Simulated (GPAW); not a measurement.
# The P K excitation threshold of BP (F-43m) under uniform strain

For each volume the threshold was computed as E(hole) − E(ground) plus the lowest empty eigenvalue of the hole cell (GPAW, LDA, 12-atom cell, total energies on 3×4×4 k points, the eigenvalue on 5×5×5, hole spin-paired). The values are raw, 16 eV above the value with the free atom's term for the hole's spin taken off; only their change is used. The threshold is the spectrum's zero, where absorption may be weak, not the visible edge.

| volume | ln(V/V₀) | threshold (eV) |
| --- | --- | --- |
| V × 0.94 | -0.06188 | 2147.996 |
| V × 0.97 | -0.03046 | ? |
| V × 1 | +0.00000 | 2148.071 |
| V × 1.03 | +0.02956 | 2148.103 |
| V × 1.06 | +0.05827 | 2148.132 |

Fit a straight line in ln(V/V₀), give its slope, and predict the threshold at V × 0.97.

The means of the given rows are x̄ = +0.00649 and Ē = 2148.075 eV. Σ(x − x̄)(E − Ē) = 0.009025 and Σ(x − x̄)² = 0.00793, so the slope is +1.14 eV, and the line passes the given rows within 0.003 eV. At x = -0.03046 it gives 2148.075 + (+1.14) × (-0.03695) = 2148.033 eV. The run gives 2148.035 eV, a miss of -0.002 eV over a total move of +0.136 eV. The slope is the clamped-ion volume deformation potential of the lowest empty level of the hole cell on this mesh (the hole may pull it below the band edge) against the P 1s level, with the hole's relaxation included: the threshold rises by 0.011 eV for 1 % of expansion. The charged cell's image error also scales with the cell's size and isn't taken out.

[Hosts, paths, dates, database ids (printed as entryN), source tags and the programs' standing remarks are cut or masked in the printed files.]

[Lists of maxima count a maximum above −3 eV only where it reaches 4 % of the highest in the window and stands out from its surroundings by 2 % of it (1.5 % where it reaches 55 %); shoulders and weaker maxima are passed over, and of the rest the first, up to two pre-edge ones and the few strongest are named.]
